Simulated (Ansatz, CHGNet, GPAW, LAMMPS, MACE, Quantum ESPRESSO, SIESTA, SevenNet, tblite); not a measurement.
**Running 48Ga2O3-52ZnO (mol %) with crystalline order left by the classical run (93 atoms) with Quantum ESPRESSO**

Wanted: Quantum ESPRESSO inputs and outputs for 48Ga2O3-52ZnO (mol %) with crystalline order left by the classical run (93 atoms), checked against a plane-wave reference.

Calculated with Quantum ESPRESSO 7.5; the method is named at each step.

### Step 1. The starting structure

The cell holds 93 atoms: 26 Ga, 14 Zn and 53 O. Cell: a = 10.069 Å, b = 10.069 Å, c = 10.069 Å, α = 90.0°, β = 90.0°, γ = 90.0°. 93 atoms (26 Fe, 14 Zn, 53 O) placed at random at 4.69 g/cm³, melted at 5000 K for 10 ps at fixed volume with the Morse and Coulomb pair potential with partial charges (Pedone, Malavasi, Menziani, Cormack and Segre, J. Phys. Chem. B 110, 11780 (2006)). Quenched from 5000 K to 300 K at 20 K/ps and fixed volume, held 10 ps at zero pressure, then minimised at fixed cell. Then Fe was replaced by Ga and the cell scaled by 1.005 (the potential has no terms for the new elements, so the cell is a start for a DFT relaxation).

The yardstick, on the same geometry:

```
method                                           : Kohn-Sham DFT, PBE, PAW, plane waves (Ansatz 0.2.0); cutoff 420 eV, Γ point, fermi-dirac smearing of 0.05 eV; PAW set soft_2
r.m.s. force component                           : 0.3635 eV/Å
longest force                                    : 1.381 eV/Å
pressure                                         : 4.147 GPa
gap (highest filled to lowest empty level) : 0.8332 eV
SCF cycles                                       : 10
time                                             : 25 s on 4 threads of Arm Neoverse V2, shared host
CPU time                                         : 96 s
```

### Step 2. PBE, sssp-1.3.0-efficiency, 60/480 Ry

Method: Kohn-Sham DFT, PBE, SSSP efficiency 1.3.0 pseudopotentials, plane waves.

File pw.in:

```
&control
  calculation = 'scf'
  pseudo_dir = './pseudo'
  outdir = './tmp'
  disk_io = 'none'
  tprnfor = .true.
  tstress = .true.
/
&system
  ibrav = 0
  nat = 93
  ntyp = 3
  ecutwfc = 60
  ecutrho = 480
  nosym = .true.
  occupations = 'smearing'
  smearing = 'fd'
  degauss = 0.003675
/
&electrons
  conv_thr = 4.6e-07
  electron_maxstep = 100
  mixing_beta = 0.4
  mixing_mode = 'plain'
  diagonalization = 'david'
/
ATOMIC_SPECIES
Ga 69.723 Ga.upf
Zn 65.380 Zn.upf
O 15.999 O.upf
CELL_PARAMETERS angstrom
10.06936 0.00000 0.00000
0.00000 10.06936 0.00000
0.00000 0.00000 10.06936
ATOMIC_POSITIONS crystal
Ga 0.61517 0.27863 0.99742
Ga 0.57825 0.21372 0.53619
Ga 0.34452 0.93053 0.68535
Ga 0.92812 0.13004 0.98471
Ga 0.27877 0.11294 0.43783
Ga 0.65000 0.02708 0.78222
Ga 0.15148 0.90722 0.90218
Ga 0.09750 0.38036 0.77045
Ga 0.63797 0.55898 0.93991
Ga 0.60898 0.74773 0.70712
Ga 0.09820 0.35065 0.26228
Ga 0.07858 0.10120 0.67004
Ga 0.30767 0.65601 0.63182
Ga 0.44622 0.00920 0.99869
Ga 0.82506 0.29834 0.76808
Ga 0.69782 0.06951 0.22464
Ga 0.90596 0.41968 0.07585
Ga 0.39294 0.73772 0.91964
Ga 0.08124 0.86270 0.48600
Ga 0.43454 0.28320 0.23476
Ga 0.39021 0.53467 0.12203
Ga 0.31089 0.38738 0.53955
Ga 0.37451 0.20011 0.76643
Ga 0.53678 0.92377 0.46654
Ga 0.84732 0.83087 0.95500
Ga 0.21267 0.21788 0.04069
Zn 0.04791 0.03835 0.22000
Zn 0.59623 0.47484 0.61868
Zn 0.30027 0.86064 0.22907
Zn 0.85005 0.56808 0.73396
Zn 0.37051 0.46220 0.83956
Zn 0.77165 0.72594 0.44184
Zn 0.62789 0.78534 0.16646
Zn 0.48308 0.62755 0.36648
Zn 0.16944 0.60453 0.34414
Zn 0.99673 0.75431 0.18055
Zn 0.88692 0.31690 0.47744
Zn 0.70007 0.40113 0.27614
Zn 0.09828 0.60093 0.99199
Zn 0.81178 0.01812 0.53630
O 0.31599 0.87277 0.03348
O 0.90101 0.85918 0.46440
O 0.42448 0.54086 0.52360
O 0.37744 0.15256 0.09890
O 0.00109 0.20920 0.80861
O 0.04881 0.56395 0.18049
O 0.20510 0.98286 0.55788
O 0.89855 0.36151 0.28628
O 0.58905 0.96659 0.11282
O 0.93707 0.40530 0.64748
O 0.51299 0.46742 0.25915
O 0.02933 0.93933 0.75144
O 0.53488 0.14848 0.88301
O 0.32890 0.66913 0.25482
O 0.09934 0.04939 0.02502
O 0.51058 0.88763 0.83812
[... 33 atom lines left out ...]
O 0.81463 0.78848 0.13732
O 0.26280 0.78446 0.77865
O 0.49539 0.41574 0.98410
O 0.03068 0.78081 0.98368
K_POINTS gamma
```

On the command line:

```sh
OMP_NUM_THREADS=1 mpirun -np 4 pw.x -in pw.in > output.txt
```

Log:

```text
Program PWSCF
     gamma-point specific algorithms are used
     one sub-group per band group will be used
     scalapack distributed-memory algorithm (size of sub-group:  2*  2 procs)
     Parallelization info
     sticks:   dense  smooth     PW     G-vecs:    dense   smooth      PW
     Min        3457    1726    434               305877   108222   13582
     Max        3460    1728    436               305888   108232   13588
     Sum       13833    6909   1741              1223525   432913   54339
     bravais-lattice index     =            0
     lattice parameter (alat)  =      19.0283  a.u.
     unit-cell volume          =    6889.7300 (a.u.)^3
     number of atoms/cell      =           93
     number of atomic types    =            3
     number of electrons       =       936.00
     number of Kohn-Sham states=          562
     kinetic-energy cutoff     =      60.0000  Ry
     charge density cutoff     =     480.0000  Ry
     scf convergence threshold =      4.6E-07
     mixing beta               =       0.4000
     number of iterations used =            8  plain     mixing
     Exchange-correlation= SLA  PW   PBX  PBC
                           (   1   4   3   4   0   0   0)
     crystal axes: (cart. coord. in units of alat)
               a(1) = (   1.000000   0.000000   0.000000 )
               a(2) = (   0.000000   1.000000   0.000000 )
               a(3) = (   0.000000   0.000000   1.000000 )
     reciprocal axes: (cart. coord. in units 2 pi/alat)
               b(1) = (  1.000000  0.000000  0.000000 )
               b(2) = (  0.000000  1.000000  0.000000 )
               b(3) = (  0.000000  0.000000  1.000000 )
     PseudoPot. # 1 for Ga:
     Pseudo is Projector augmented-wave + core cor, Zval = 13.0
     PseudoPot. # 2 for Zn:
     Pseudo is Ultrasoft, Zval = 20.0
     PseudoPot. # 3 for O :
     Pseudo is Projector augmented-wave + core cor, Zval =  6.0
     atomic species   valence    mass     pseudopotential
     Ga               13.00    69.72300     Ga( 1.00)
     Zn               20.00    65.38000     Zn( 1.00)
     O                 6.00    15.99900     O ( 1.00)
     No symmetry found
   Cartesian axes
     number of k points=     1  Fermi-Dirac smearing, width (Ry)=  0.0037
                       cart. coord. in units 2pi/alat
        k(    1) = (   0.0000000   0.0000000   0.0000000), wk =   2.0000000
     Dense  grid:   611763 G-vectors     FFT dimensions: ( 135, 135, 135)
     Smooth grid:   216457 G-vectors     FFT dimensions: (  96,  96,  96)
     Initial potential from superposition of free atoms
     starting charge     935.9212, renormalised to     936.0000
     Starting wfcs are  628 randomized atomic wfcs
     Self-consistent Calculation
     iteration #  1     ecut=    60.00 Ry     beta= 0.40
     total energy              =  -15889.40358376 Ry
     estimated scf accuracy    <      23.11101469 Ry
     iteration #  2     ecut=    60.00 Ry     beta= 0.40
     total energy              =  -15896.55092662 Ry
     estimated scf accuracy    <       1.65156398 Ry
     iteration #  3     ecut=    60.00 Ry     beta= 0.40
     total energy              =  -15899.05785908 Ry
     estimated scf accuracy    <       1.35430497 Ry
     iteration #  4     ecut=    60.00 Ry     beta= 0.40
     total energy              =  -15899.02509286 Ry
     estimated scf accuracy    <       0.96043253 Ry
     iteration #  5     ecut=    60.00 Ry     beta= 0.40
     total energy              =  -15899.02911912 Ry
     estimated scf accuracy    <       0.22659996 Ry
     iteration #  6     ecut=    60.00 Ry     beta= 0.40
     total energy              =  -15899.06127326 Ry
     estimated scf accuracy    <       0.00492626 Ry
[...]
total energy              =  -15899.08770978 Ry
[...]
iteration # 15     ecut=    60.00 Ry     beta= 0.40
     total energy              =  -15899.08771046 Ry
     estimated scf accuracy    <       0.00000213 Ry
     iteration # 16     ecut=    60.00 Ry     beta= 0.40
     total energy              =  -15899.08771036 Ry
     estimated scf accuracy    <       0.00000056 Ry
     iteration # 17     ecut=    60.00 Ry     beta= 0.40
     End of self-consistent calculation
          k = 0.0000 0.0000 0.0000 ( 27170 PWs)   bands (ev):
  -115.7126-115.1552-114.9924-114.9111-114.9019-114.8580-114.7119-114.7065
  -114.6997-114.6952-114.6876-114.6875-114.6013-114.5206 -70.0414 -69.8404
   -69.8220 -69.4317 -69.3166 -69.3071 -69.2480 -69.1950 -69.1727 -69.1474
   -69.1434 -69.1122 -69.0793 -69.0738 -69.0695 -69.0639 -69.0403 -69.0214
   -68.9691 -68.9685 -68.9667 -68.9439 -68.9408 -68.9191 -68.9017 -68.9006
   -68.8941 -68.8844 -68.8830 -68.8778 -68.8657 -68.8655 -68.8549 -68.8534
   -68.8396 -68.8376 -68.8187 -68.8071 -68.7945 -68.7759 -68.7033 -68.6647
   -10.7737 -10.4298 -10.2592 -10.2492 -10.1216 -10.0824 -10.0587  -9.9769
[...]
18.0124  18.0215  18.1067  18.1578  18.2178  18.3182  18.3501  18.3876
    18.4524  18.5220  18.5576  18.6557  18.6908  18.7804  18.8351  18.8721
    18.9339  18.9808  18.9810  19.0745  19.1547  19.1882  19.2468  19.2923
    19.3268  19.3901
     the Fermi energy is     9.4852 ev
!    total energy              =  -15899.08771037 Ry
     estimated scf accuracy    <       0.00000008 Ry
     smearing contrib. (-TS)   =      -0.00003601 Ry
     internal energy E=F+TS    =  -15899.08767436 Ry
     The total energy is F=E-TS. E is the sum of the following terms:
     one-electron contribution =   -8903.76765587 Ry
     hartree contribution      =    5197.87951633 Ry
     xc contribution           =   -1989.99926871 Ry
     ewald contribution        =   -6784.06662346 Ry
     one-center paw contrib.   =   -3419.13364265 Ry
     convergence has been achieved in  17 iterations
     Forces acting on atoms (cartesian axes, Ry/au):
     atom    1 type  1   force =    -0.00333268   -0.00989442   -0.00244581
     atom    2 type  1   force =    -0.00687482   -0.00930910    0.01204827
     atom    3 type  1   force =     0.01538255    0.00763669    0.02042197
     atom    4 type  1   force =    -0.02147899   -0.02521099   -0.00300787
     atom    5 type  1   force =     0.00435023   -0.01669118   -0.01386523
     atom    6 type  1   force =     0.00113994   -0.01123260    0.00616659
[...]
atom   91 type  3   force =    -0.00106653   -0.02511128    0.00572892
     atom   92 type  3   force =     0.02225491    0.01898367    0.00398460
     atom   93 type  3   force =    -0.00059474    0.03241488   -0.02486247
     Total force =     0.236295     Total SCF correction =     0.000379
     Computing stress (Cartesian axis) and pressure
          total   stress  (Ry/bohr**3)                   (kbar)     P=       40.26
   0.00009204  -0.00001066  -0.00014756           13.54       -1.57      -21.71
  -0.00001066   0.00059667  -0.00003708           -1.57       87.77       -5.45
  -0.00014756  -0.00003708   0.00013226          -21.71       -5.45       19.46
     Message from routine punch:
     Nothing written, as per user request (disk_io='none')
```

Elapsed: 8.5 min, on 4 MPI ranks of Arm Neoverse V2, shared host; peak memory 3.7 GiB.

Banners, paths, timers and routine set-up lines are dropped from the logs unmarked, and long logs keep their key lines alone; longer cuts are marked.

Against the reference:

```yaml
r_m_s_force_component: 0.3637 eV/Å
r_m_s_difference_of_force_components: 18.07 meV/Å
longest_difference_of_force_vectors: 65.13 meV/Å
force_difference_over_r_m_s_force: 4.972 %
slope_of_forces_against_the_reference_s: 0.9994
correlation_of_force_components: 0.9988
spacing_of_highest_filled_and_lowest_empty_level: 0.8235 eV
gap_difference: -0.0097 eV
pressure: 4.026 GPa
pressure_difference: -0.1214 GPa
```

Length of the force difference by element (eV/Å):

```tsv
element	atoms	mean	most
Ga	26	0.020	0.034
O	53	0.035	0.065
Zn	14	0.018	0.039
```

Levels nearest the highest filled one (eV from it): -0.94, -0.90, -0.86, -0.82, -0.79, -0.75, -0.70, -0.65, -0.58, -0.50, -0.42, 0.00, 0.82, 2.79, 3.32, 3.55, 3.60, 3.78, 3.90, 4.17, 4.27, 4.37, 4.46, 4.55.

The surroundings of O46, which has 5 bonded neighbours where the commonest count for O is 4, nearest first, numbered as they follow in the input and with coordinates relative to it.

```tsv
atom	x	y	z	distance (Å)	bonds	Fx	Fy	Fz (eV/Å)
O46	0.00	0.00	0.00	0.00	5	-0.22	-0.50	0.23
Zn36	-0.52	1.92	0.00	1.99	4	-0.59	0.12	0.89
Zn39	0.50	0.37	-1.90	2.00	4	0.43	-0.32	-0.35
Zn35	1.21	0.41	1.65	2.09	4	0.04	-0.09	0.30
Ga17	-1.44	-1.45	-1.05	2.30	6	-0.17	0.73	-0.33
Ga11	0.50	-2.15	0.82	2.35	6	0.33	-0.37	0.69
O48	-1.51	-2.04	1.07	2.75	4	0.43	0.17	-0.08
O82	-0.06	-2.71	-1.06	2.91	4	-0.11	-0.23	0.53
O93	-0.18	2.18	-1.98	2.95	4	-0.02	0.83	-0.64
```

Forces lie 5.0 % from the reference's, at 21 times its CPU time.

### Step 3. Outcome

* force difference from the reference: QE PBE, sssp-1.3.0-efficiency, 60/480 Ry, 5.0 %
* its CPU time: 34 min

**Reading.** PBE on plane waves or a grid with other potentials, cutoffs or grids differs from the reference by 5.0 % (QE PBE, sssp-1.3.0-efficiency, 60/480 Ry) of the r.m.s. force; this holds the reference's own error, so differences of a few per cent don't tell which side is nearer the exact PBE result (QE's 60 Ry are 816 eV, against the reference's 420 eV). PBE gaps agree with the reference's 0.833 eV within 0.010 eV. The potentials hold different valence shells: 824 electrons in the reference, 936 in Quantum ESPRESSO with SSSP; this bears on time and differences. The quench rate of 20 K/ps is many orders above laboratory rates, so the cell is likely richer in defects and strain than a real sample. The network of bonds at the start is that of the classical potential that made the cell, and needn't be the one that DFT or experiment would give. The reference's stress is far from hydrostatic: its diagonal is 1.4, 8.9, 2.1 GPa, compression counted positive. The reference's pressure of 4.1 GPa belongs to a cell and atoms that aren't relaxed at this level. The electronic-structure runs sample only Γ, in a cell whose shortest periodic width is 10 Å.

[Also dropped from logs without a mark: logging warnings of Python, and SIESTA's first energy breakdown and zero terms.]

[Logs are printed without paths, hosts, clocks, repeated set-up lines and the standing remarks that a program may print on its own settings, such as how far it seeks lower states.]

[Hosts, paths, dates, database ids (printed as entryN), source tags and the programs' standing remarks are cut or masked in the printed files.]
